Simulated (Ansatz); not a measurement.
# NaGeF3 (model cell, started as cubic perovskite with Ge in the octahedra): a soft mode frozen in, part 2 of 3

Aim: this structure of NaGeF3 (model cell, started as cubic perovskite with Ge in the octahedra) is to be tested for unstable modes, and one is followed downhill.

Ansatz 0.2.0; DFT PBEsol, scalar-relativistic, plane waves, PAW; PAW set soft_1.

So far, highest frequency on the path or at a solved wavevector (cm⁻¹): step 2 (the dispersion) 418. Also lowest frequency on the path (cm⁻¹): step 2 -238.

The structure was built from a prototype and need not be the compound's stable phase.

**6. Relaxation from the frozen mode**

Starting from the lowest point found, all atoms and the cell are let go, so that strain and other modes of the same symmetry can join in.

The input, input.yaml:

```yaml
crystal:
  lattice:
    - [4.3407137908, 0.0, 0.0]
    - [0.0, 4.3407137908, 0.0]
    - [0.0, 0.0, 4.3407137908]
  atoms:
    - { symbol: Na, position: [-0.0027783054, 0.0027783054, 0.0027783054] }
    - { symbol: Ge, position: [0.5059088509, 0.4940911491, 0.4940911491] }
    - { symbol: F, position: [0.5137797222, 0.4862202778, 0.0467867046] }
    - { symbol: F, position: [0.5137797222, 0.0467867046, 0.4862202778] }
    - { symbol: F, position: [-0.0467867046, 0.4862202778, 0.4862202778] }
kpoints:
  mp_grid: { grid: [12, 12, 12] }
hamiltonian:
  xc: pbesol
  pseudopotentials: { kind: paw, azcp: { folder: soft_1 }, xc_functional: pbe }
scf:
  occupations: { method: fixed }
output:
  forces: true
  stress: true
  eigenvalues: true
relax:
  adjacent_minimum: "off"
  f_tol: 0.002
  max_steps: 120
  cell: { stress_tol: 0.03 }
```

On the command line:

```sh
$ ansatz run input.yaml --threads 8 --pin off --max-ram 16384MiB --backend cpu --events-out ev --progress --plain --runs-dir out
```

Numbers of over 12 decimals in the logs are rounded to 6 here.

The program printed:

```text
[...]
Crystal: 5 atoms, lattice volume = 81.787 Å³
Basis set: ecut = 420 eV, 1575 PW (Γ), exchange–correlation on 60×60×60 points (8 copies of the dense FFT grid, shifted against one another)
Bands: 27, of which v1, the nominal top of the filled ones, is band 22 counted from 1 (21 counted from 0)
Symmetry: 6 space group operations
[...]
k-points: 189 of 1728 (time reversal used)
[...]
SCF iter   1: F=—  HF=-8138.314363 eV  |F-HF|=—  |Δ(HF+E_count)|=         —  Δρ=1.53e-1  dr2=1.51e1  ethr=3.10e-3  ⟨swp⟩=4.2  Hψ=17782  notcnv=0  defer=473
[...]
SCF iter  10: F=-8133.170871 eV  HF=-8133.170871 eV  |F-HF|=3.03e-8  |Δ(HF+E_count)|=   9.70e-7  Δρ=3.23e-6  dr2=7.33e-9  ethr=2.27e-10  ⟨swp⟩=12.1  Hψ=24739  notcnv=0
SCF 1 converged in 10 iterations: F = -8133.170871 eV  dr2 = 7.33e-9
[...]
relax step   1: F+E_penalty+E_count = -8133.17087056 eV  Δ(F+E_penalty+E_count) = +0.000e0 eV  max|allowed force component| = 1.135e-1 eV/Å  Δτ_max = 0.0000 Å  P = +2.138 GPa  Ω = 81.787 Å³  (10 SCF iters, dr2 threshold 1.00e-7 eV, accepted)
Crystal: 5 atoms, lattice volume = 85.265 Å³
Basis set: ecut = 420 eV, 1689 PW (Γ), exchange–correlation on 60×60×60 points (8 copies of the dense FFT grid, shifted against one another)
[...]
iter 1 solved again at ethr=1.43e-4 eV; its pass at ethr=3.10e-3 eV (dr2=6.31e-2 eV) is discarded
[...]
SCF iter   7: F=-8133.252351 eV  HF=-8133.252350 eV  |F-HF|=1.20e-7  |Δ(HF+E_count)|=   1.38e-6  Δρ=1.49e-5  dr2=1.52e-7  ethr=1.14e-9  ⟨swp⟩=10.2  Hψ=25849  notcnv=0
SCF 2 converged in 7 iterations: F = -8133.252351 eV  dr2 = 1.52e-7
relax step   2: F+E_penalty+E_count = -8133.25235056 eV  Δ(F+E_penalty+E_count) = -8.148e-2 eV  max|allowed force component| = 1.768e-1 eV/Å  Δτ_max = 0.0579 Å  P = -0.260 GPa  Ω = 85.265 Å³  energy of the carried Pulay correction = -6.095e-3 eV  (7 SCF iters, dr2 threshold 5.00e-7 eV, accepted)
Crystal: 5 atoms, lattice volume = 88.467 Å³
Basis set: ecut = 420 eV, 1735 PW (Γ), exchange–correlation on 60×60×60 points (8 copies of the dense FFT grid, shifted against one another)
[...]
SCF iter   7: F=-8133.407187 eV  HF=-8133.407185 eV  |F-HF|=1.58e-6  |Δ(HF+E_count)|=   1.00e-5  Δρ=2.59e-5  dr2=4.85e-7  ethr=1.14e-9  ⟨swp⟩=9.0  Hψ=30289  notcnv=0
SCF 3 converged in 7 iterations: F = -8133.407187 eV  dr2 = 4.85e-7
relax step   3: F+E_penalty+E_count = -8133.40718703 eV  Δ(F+E_penalty+E_count) = -1.548e-1 eV  max|allowed force component| = 2.418e-1 eV/Å  Δτ_max = 0.1952 Å  P = -2.038 GPa  Ω = 88.467 Å³  energy of the carried Pulay correction = -1.149e-2 eV  (7 SCF iters, dr2 threshold 5.00e-7 eV, accepted)
[... from here on, the SCF cycles and remarks between the steps are left out ...]
relax step   4: F+E_penalty+E_count = -8133.49888148 eV  Δ(F+E_penalty+E_count) = -9.169e-2 eV  max|allowed force component| = 8.252e-2 eV/Å  Δτ_max = 0.1948 Å  P = -1.317 GPa  Ω = 88.629 Å³  energy of the carried Pulay correction = -1.175e-2 eV  (8 SCF iters, dr2 threshold 5.00e-7 eV, accepted)
relax step   5: F+E_penalty+E_count = -8133.39891902 eV  Δ(F+E_penalty+E_count) = +9.996e-2 eV  max|allowed force component| = 5.598e-1 eV/Å  Δτ_max = 0.0845 Å  P = +4.331 GPa  Ω = 79.609 Å³  energy of the carried Pulay correction = +3.950e-3 eV  (7 SCF iters, dr2 threshold 5.00e-7 eV, rejected (line search))
relax step   6: F+E_penalty+E_count = -8133.52580542 eV  Δ(F+E_penalty+E_count) = -2.692e-2 eV  max|allowed force component| = 5.144e-2 eV/Å  Δτ_max = 0.0374 Å  P = -0.513 GPa  Ω = 85.577 Å³  energy of the carried Pulay correction = -6.630e-3 eV  (11 SCF iters, accepted)
relax step   7: F+E_penalty+E_count = -8133.55015713 eV  Δ(F+E_penalty+E_count) = -2.435e-2 eV  max|allowed force component| = 5.413e-2 eV/Å  Δτ_max = 0.0640 Å  P = -0.187 GPa  Ω = 83.159 Å³  energy of the carried Pulay correction = -2.436e-3 eV  (7 SCF iters, dr2 threshold 5.00e-7 eV, accepted)
relax step   8: F+E_penalty+E_count = -8133.58090417 eV  Δ(F+E_penalty+E_count) = -3.075e-2 eV  max|allowed force component| = 6.623e-2 eV/Å  Δτ_max = 0.0819 Å  P = +0.084 GPa  Ω = 80.507 Å³  energy of the carried Pulay correction = +2.309e-3 eV  (7 SCF iters, dr2 threshold 5.00e-7 eV, accepted)
relax step   9: F+E_penalty+E_count = -8133.58962099 eV  Δ(F+E_penalty+E_count) = -8.717e-3 eV  max|allowed force component| = 7.829e-2 eV/Å  Δτ_max = 0.0669 Å  P = +0.117 GPa  Ω = 80.064 Å³  energy of the carried Pulay correction = +3.116e-3 eV  (7 SCF iters, dr2 threshold 3.59e-7 eV, accepted)
relax step  10: F+E_penalty+E_count = -8133.59080617 eV  Δ(F+E_penalty+E_count) = -1.185e-3 eV  max|allowed force component| = 9.934e-3 eV/Å  Δτ_max = 0.0093 Å  P = +0.022 GPa  Ω = 79.798 Å³  energy of the carried Pulay correction = +3.604e-3 eV  (5 SCF iters, dr2 threshold 3.83e-7 eV, accepted)
relax step  11: F+E_penalty+E_count = -8133.59093558 eV  Δ(F+E_penalty+E_count) = -1.294e-4 eV  max|allowed force component| = 1.480e-2 eV/Å  Δτ_max = 0.0023 Å  P = -0.027 GPa  Ω = 79.706 Å³  energy of the carried Pulay correction = +3.771e-3 eV  (6 SCF iters, dr2 threshold 6.17e-9 eV, rejected (line search))
relax step  12: F+E_penalty+E_count = -8133.59091218 eV  Δ(F+E_penalty+E_count) = -1.060e-4 eV  max|allowed force component| = 6.119e-4 eV/Å  Δτ_max = 0.0014 Å  P = -0.008 GPa  Ω = 79.754 Å³  energy of the carried Pulay correction = +3.685e-3 eV  (8 SCF iters, accepted)
relax step  13: F+E_penalty+E_count = -8133.65426764 eV  Δ(F+E_penalty+E_count) = -6.336e-2 eV  max|allowed force component| = 1.520e-3 eV/Å  Δτ_max = 0.0000 Å  P = +1.144 GPa  Ω = 79.754 Å³  stress off target by 1.76e0 GPa  SCF on the basis re-selected at this cell (its energy is not comparable with the rows above)  (8 SCF iters)
relax step  14: F+E_penalty+E_count = -8133.67204653 eV  Δ(F+E_penalty+E_count) = -1.778e-2 eV  max|allowed force component| = 4.490e-2 eV/Å  Δτ_max = 0.0168 Å  P = +0.456 GPa  Ω = 81.399 Å³  energy of the carried Pulay correction = -3.161e-3 eV  (6 SCF iters, dr2 threshold 5.00e-7 eV, accepted)
relax step  15: F+E_penalty+E_count = -8133.67463827 eV  Δ(F+E_penalty+E_count) = -2.592e-3 eV  max|allowed force component| = 6.536e-3 eV/Å  Δτ_max = 0.0175 Å  P = +0.019 GPa  Ω = 83.589 Å³  energy of the carried Pulay correction = -7.183e-3 eV  (6 SCF iters, dr2 threshold 5.00e-7 eV, accepted)
relax step  16: F+E_penalty+E_count = -8133.67472129 eV  Δ(F+E_penalty+E_count) = -8.301e-5 eV  max|allowed force component| = 1.248e-3 eV/Å  Δτ_max = 0.0048 Å  P = +0.012 GPa  Ω = 83.572 Å³  energy of the carried Pulay correction = -7.167e-3 eV  (7 SCF iters, dr2 threshold 6.11e-9 eV, accepted)
relax step  17: F+E_penalty+E_count = -8133.67467004 eV  Δ(F+E_penalty+E_count) = +5.125e-5 eV  max|allowed force component| = 1.271e-3 eV/Å  Δτ_max = 0.0011 Å  P = +0.001 GPa  Ω = 83.604 Å³  energy of the carried Pulay correction = -7.222e-3 eV  (5 SCF iters, dr2 threshold 3.33e-9 eV, accepted)
relax step  18: F+E_penalty+E_count = -8133.68731587 eV  Δ(F+E_penalty+E_count) = -1.265e-2 eV  max|allowed force component| = 1.714e-3 eV/Å  Δτ_max = 0.0000 Å  P = +0.282 GPa  Ω = 83.604 Å³  stress off target by 3.83e-1 GPa  SCF on the basis re-selected at this cell (its energy is not comparable with the rows above)  (7 SCF iters)
relax step  19: F+E_penalty+E_count = -8133.68663449 eV  Δ(F+E_penalty+E_count) = +6.814e-4 eV  max|allowed force component| = 2.559e-2 eV/Å  Δτ_max = 0.0097 Å  P = +0.001 GPa  Ω = 84.870 Å³  energy of the carried Pulay correction = -2.481e-3 eV  (5 SCF iters, dr2 threshold 3.67e-7 eV, accepted)
relax step  20: F+E_penalty+E_count = -8133.68607157 eV  Δ(F+E_penalty+E_count) = +5.629e-4 eV  max|allowed force component| = 3.778e-3 eV/Å  Δτ_max = 0.0044 Å  P = -0.005 GPa  Ω = 85.204 Å³  energy of the carried Pulay correction = -3.195e-3 eV  (6 SCF iters, dr2 threshold 4.09e-8 eV, accepted)
relax step  21: F+E_penalty+E_count = -8133.68610307 eV  Δ(F+E_penalty+E_count) = -3.150e-5 eV  max|allowed force component| = 4.021e-3 eV/Å  Δτ_max = 0.0007 Å  P = +0.015 GPa  Ω = 85.191 Å³  energy of the carried Pulay correction = -3.167e-3 eV  (6 SCF iters, dr2 threshold 8.92e-10 eV, accepted)
relax step  22: F+E_penalty+E_count = -8133.68608949 eV  Δ(F+E_penalty+E_count) = +1.358e-5 eV  max|allowed force component| = 1.704e-3 eV/Å  Δτ_max = 0.0003 Å  P = -0.005 GPa  Ω = 85.198 Å³  energy of the carried Pulay correction = -3.183e-3 eV  (5 SCF iters, dr2 threshold 1.01e-9 eV, accepted)
relax step  23: F+E_penalty+E_count = -8133.68948487 eV  Δ(F+E_penalty+E_count) = -3.395e-3 eV  max|allowed force component| = 1.516e-3 eV/Å  Δτ_max = 0.0000 Å  P = +0.016 GPa  Ω = 85.198 Å³  stress off target by 3.70e-2 GPa  SCF on the basis re-selected at this cell (its energy is not comparable with the rows above)  (7 SCF iters)
relax step  24: F+E_penalty+E_count = -8133.68930678 eV  Δ(F+E_penalty+E_count) = +1.781e-4 eV  max|allowed force component| = 9.788e-5 eV/Å  Δτ_max = 0.0011 Å  P = +0.007 GPa  Ω = 85.310 Å³  energy of the carried Pulay correction = -2.076e-4 eV  (6 SCF iters, dr2 threshold 3.42e-9 eV, accepted)
[...]
SCF iter   4: F=-8133.689523 eV  HF=-8133.689523 eV  |F-HF|=1.82e-11  |Δ(HF+E_count)|=  6.20e-10  Δρ=1.38e-7  dr2=1.67e-11  ethr=1.00e-12  ⟨swp⟩=10.8  Hψ=33633  notcnv=0
SCF 25 converged in 4 iterations: F = -8133.689523 eV  dr2 = 1.67e-11
relax step  25: F+E_penalty+E_count = -8133.68952263 eV  Δ(F+E_penalty+E_count) = -2.159e-4 eV  max|allowed force component| = 8.738e-5 eV/Å  Δτ_max = 0.0000 Å  P = +0.009 GPa  Ω = 85.310 Å³  stress off target by 1.37e-2 GPa  SCF on the basis re-selected at this cell (its energy is not comparable with the rows above)  (4 SCF iters)
[...]
SCF converged after 4 iterations
Free energy (F): -8133.689523 eV
[...]
Internal energy: -8133.689523 eV  (E = F + TS)
E sigma→0 (E₀):  -8133.689523 eV
Fermi energy:    1.885021 eV
[...]
--- Forces (eV/Å), atoms counted from 1 ---
  atom   1  Na    -0.00004195     0.00004195     0.00004195
  atom   2  Ge    -0.00004068     0.00004068     0.00004068
  atom   3  F      0.00008530    -0.00008530     0.00008724
  atom   4  F      0.00008530     0.00008724    -0.00008530
  atom   5  F     -0.00008724    -0.00008530    -0.00008530
  max |Σ_I F_I| component: 7.28e-7 eV/Å
--- Stress (GPa, compression-positive) ---
        0.008553       0.005115       0.005115
        0.005115       0.008553      -0.005115
        0.005115      -0.005115       0.008553
  P = ⅓ Tr σ = 0.0086 GPa (0.086 kbar)
--- Band table (eV; the first three rows and the last of 189) ---
  k-point 0: bands = [... 18 lower, -0.8565, -0.7299, -0.7299, 0.3811, 7.4401, 9.2088, 9.2088, 9.8810, ... 1 higher]
  k-point 1: bands = [... 18 lower, -0.8394, -0.7553, -0.7154, 0.4533, 7.4012, 9.0405, 9.2086, 10.0645, ... 1 higher]
  k-point 2: bands = [... 18 lower, -0.8184, -0.8034, -0.6741, 0.6365, 7.2705, 8.8242, 9.2063, 10.3401, ... 1 higher]
  k-point 188: bands = [... 18 lower, -0.8390, -0.8390, -0.2109, 1.8850, 7.0320, 7.0320, 8.5957, 10.4566, ... 1 higher]
--- Relaxed structure (21 steps of the walk, 19 accepted, 4 SCFs on fresh bases) ---
  F+E_penalty+E_count = -8133.68952263 eV   max|allowed force component| = 8.738e-5 eV/Å   (the final SCF, on the basis selected at the relaxed cell)
  cell:  # Å, volume = 85.3101 Å³
    - [4.462703, 0.498037, 0.498037]
    - [0.498037, 4.462703, -0.498037]
    - [0.498037, -0.498037, 4.462703]
  atoms:
    - { symbol: Na, position: [-0.021590, 0.021590, 0.021590] }
    - { symbol: Ge, position: [0.483342, 0.516658, 0.516658] }
    - { symbol: F, position: [0.551907, 0.448093, 0.081662] }
    - { symbol: F, position: [0.551907, 0.081662, 0.448093] }
    - { symbol: F, position: [-0.081662, 0.448093, 0.448093] }
```

Elapsed: 2.9 min, on 8 threads of Arm Neoverse V1, shared host; peak memory 0.83 GiB; 22 min of CPU time.

Step by step (22 of 25):

```tsv
step	energy less that of the first step (eV)	largest force component (eV/Å)	pressure (GPa)	volume (Å³)
1	0.0000	0.1135	2.14	81.79
2	-0.0815	0.1768	-0.26	85.26
3	-0.2363	0.2418	-2.04	88.47
4	-0.3280	0.0825	-1.32	88.63
6	-0.3549	0.0514	-0.51	85.58
7	-0.3793	0.0541	-0.19	83.16
8	-0.4100	0.0662	0.08	80.51
9	-0.4187	0.0783	0.12	80.06
10	-0.4199	0.0099	0.02	79.80
11	-0.4201	0.0148	-0.03	79.71
12	-0.4200	0.0006	-0.01	79.75
14	-0.5012	0.0449	0.46	81.40
15	-0.5038	0.0065	0.02	83.59
16	-0.5039	0.0012	0.01	83.57
17	-0.5038	0.0013	0.00	83.60
18*	-0.5164	0.0017	0.28	83.60
19	-0.5158	0.0256	0.00	84.87
20	-0.5152	0.0038	-0.01	85.20
22	-0.5152	0.0017	-0.01	85.20
23*	-0.5186	0.0015	0.02	85.20
24	-0.5184	0.0001	0.01	85.31
25*	-0.5187	0.0001	0.01	85.31
```

Relaxation steps marked * repeat the geometry before them on a plane-wave basis chosen anew for their cell, so energy and pressure can jump there. Other such steps can lie between the rows shown. Relaxation steps 5, 11 were tried and not accepted.

The run keeps the 6 symmetry operations that it works with, so distortions that break them were not tested.

```tsv
cell as run	before	after	change
a (Å)	4.341	4.518	+4.1 %
b (Å)	4.341	4.518	+4.1 %
c (Å)	4.341	4.518	+4.1 %
α (°)	90.00	101.87	+13.2 %
β (°)	90.00	78.13	-13.2 %
γ (°)	90.00	78.13	-13.2 %
volume (Å³/atom)	16.36	17.06	+4.3 %
```

The atoms that moved most (Å, as changes of fractional coordinates times the final cell):

```tsv
atom	dx	dy	dz	length
F5	-0.194	-0.169	-0.169	0.307
F3	0.169	-0.169	0.194	0.307
F4	0.169	0.194	-0.169	0.307
Ge2	-0.078	0.078	0.078	0.136
Na1	-0.065	0.065	0.065	0.113
```

The relaxed structure:

```xyz
5
Lattice="4.4627 0.4980 0.4980 0.4980 4.4627 -0.4980 0.4980 -0.4980 4.4627" Properties=species:S:1:pos:R:3 pbc="T T T"
Na   -0.0748    0.0748    0.0748
Ge    2.6716    2.2891    2.2891
F     2.7268    2.2339    0.4161
F     2.7268    0.4161    2.2339
F     0.0819    1.7359    1.7359
```

This step gave:

| Quantity | Value |
| --- | --- |
| pressure | 0.008553 GPa |
| gap on the k-mesh | 4.666 eV |
| volume per atom | 17.06 Å³ |

The distorted start has space group R3m; the relaxation ends in R3m.

**7. The new phase in its own primitive cell**

The relaxed structure is symmetrised, reduced to its primitive cell and relaxed tightly, as its phonons need.

input.yaml, the sections that differ from step 6:

```yaml
crystal:
  lattice:
    - [3.5077731749, 2.0252137868, 2.0014595428]
    - [-3.5077731749, 2.0252137868, 2.0014595428]
    - [0.0, -4.0504275735, 2.0014595428]
  atoms:
    - { symbol: Na, position: [0.978410452, 0.978410452, 0.978410452] }
    - { symbol: Ge, position: [0.4833417319, 0.4833417319, 0.4833417319] }
    - { symbol: F, position: [0.5519065984, 0.9183379045, 0.5519065984] }
    - { symbol: F, position: [0.9183379045, 0.5519065984, 0.5519065984] }
    - { symbol: F, position: [0.5519065984, 0.5519065984, 0.9183379045] }
kpoints:
  mp_grid: { grid: [6, 6, 6] }
relax:
  adjacent_minimum: "off"
  f_tol: 0.001
  max_steps: 60
  cell: { stress_tol: 0.01 }
# hamiltonian, scf, output: as in step 6
```

The program printed:

```text
[...]
Crystal: 5 atoms, lattice volume = 85.310 Å³
Basis set: ecut = 420 eV, 1687 PW (Γ), exchange–correlation on 64×64×64 points (8 copies of the dense FFT grid, shifted against one another)
Bands: 27, of which v1, the nominal top of the filled ones, is band 22 counted from 1 (21 counted from 0)
Symmetry: 6 space group operations
[...]
k-points: 32 of 216 (time reversal used)
[...]
cell:  # Å, volume = 85.3642 Å³
    - [3.509069, 2.025962, 2.001251]
    - [-3.509069, 2.025962, 2.001251]
    - [0, -4.051924, 2.001251]
  atoms:
    - { symbol: Na, position: [0.978407, 0.978407, 0.978407] }
    - { symbol: Ge, position: [0.483361, 0.483361, 0.483361] }
    - { symbol: F, position: [0.551936, 0.918262, 0.551936] }
    - { symbol: F, position: [0.918262, 0.551936, 0.551936] }
    - { symbol: F, position: [0.551936, 0.551936, 0.918262] }
[key lines of the parts left out:]
SCF converged after 5 iterations
Free energy (F): -8133.689533 eV
Fermi energy:    1.877445 eV
P = ⅓ Tr σ = -0.0014 GPa (-0.014 kbar)
```

It took 5.3 s on 8 threads; peak memory 0.47 GiB; 37 s of CPU time.

Little changed from the start: no atom moved by 0.005 Å and no cell edge by 0.1 %.

Numbers from this step:

```
pressure           : -0.001414 GPa
gap on the k-mesh  : 4.668 eV
volume per atom    : 17.07 Å³
direct gap on mesh : 5.128 eV
```

The largest force component left is 0.93 meV/Å and the pressure is -0.001 GPa, within the tolerances set. The cell now holds 17.07 Å³/atom.

(Continued in part 3 of 3.)

[Logs are printed without paths, hosts, clocks, repeated set-up lines and the standing remarks that a program may print on its own settings, such as how far it seeks lower states.]

[Hosts, paths, dates, database ids (printed as entryN), source tags and the programs' standing remarks are cut or masked in the printed files.]
